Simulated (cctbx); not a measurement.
**What resolution and counting buy: CaCdIn4**

Space group Cm (no. 8), a = 16.8910 Å, b = 4.5360 Å, c = 7.3360 Å, α = 90.00°, β = 91.32°, γ = 90.00°.

| atom | mult. | x | y | z | Ueq (Å²) |
| --- | --- | --- | --- | --- | --- |
| In1 | 2 | 0.0004 | 0 | 0.0036 | 0.0059 |
| In2 | 2 | 0.3134 | 1/2 | 0.5459 | 0.0087 |
| In3 | 2 | 0.1811 | 0 | 0.0418 | 0.0063 |
| In4 | 2 | 0.4220 | 0 | 0.7555 | 0.0050 |
| In5 | 2 | 0.4998 | 1/2 | 0.5022 | 0.0084 |
| In6 | 2 | 0.1875 | 0 | 0.4650 | 0.0073 |
| In7 | 2 | 0.0688 | 1/2 | 0.2480 | 0.0069 |
| In8 | 2 | 0.3140 | 1/2 | 0.9576 | 0.0038 |
| Cd1 | 2 | 0.2777 | 0 | 0.7549 | 0.0039 |
| Cd2 | 2 | 0.2268 | 1/2 | 0.2547 | 0.0057 |
| Ca1 | 2 | 0.1278 | 1/2 | 0.7533 | 0.0051 |
| Ca2 | 2 | 0.3785 | 0 | 0.2479 | 0.0079 |

The model is made up (kin elements in a known structure type, no relaxation), so it says nothing on whether the phase exists.

Five simulated data sets (cctbx; Mo Kα, λ = 0.71073 Å; 4 % proportional error) differ in resolution or exposure (noise floor 4 counts in the first three, 8 in the last two). Each is refined with the right model, isotropic at 1.1 Å and anisotropic otherwise. How do the figures of merit and the uncertainties move?

```
d min (Å)  top counts  ⟨I/σ⟩ (unmerged, absences included)  unique  param. (scale apart)   Rint      R1  GooF  largest s.u. xyz (fractional)  s.u. U of Ca1 (Å²)  largest error (Å)
      1.1       70000                                  9.2     455                    36  0.024  0.0161  1.03                        0.00080              0.0015             0.0179
     0.84       70000                                  9.3    1055                    72  0.023  0.0163  0.97                        0.00045              0.0012             0.0075
      0.6       70000                                  8.3    2802                    72  0.024  0.0178  0.96                        0.00017              0.0003             0.0115
     0.75         300                                  0.5    1453                    72  0.377  0.1474  0.94                        0.01051              0.0259             0.1061
     0.75        3000                                  2.8    1453                    72  0.076  0.0478  0.94                        0.00242              0.0050             0.0294
```

The number of reflections grows roughly as 1/d³: 455, 1055 and 2802 here. R1 follows the noise rather than the truth: at 300 counts it is 0.1474, at 3000 counts 0.0478, while GooF is 0.94 and 0.94: the weights 1/σ² carry the noise. The s.u. of U (U11 where anisotropic) for Ca1 goes 0.0015, 0.0012, 0.0003 Å² with resolution and 0.0259, 0.0050 Å² with exposure.

Hardware for the 0.6 Å refinement: 0.48 s on 1 thread of Arm Neoverse V2 (shared host), peak memory 0.09 GiB.

[Logs are printed without paths, hosts, clocks, repeated set-up lines and the standing remarks that a program may print on its own settings, such as how far it seeks lower states.]
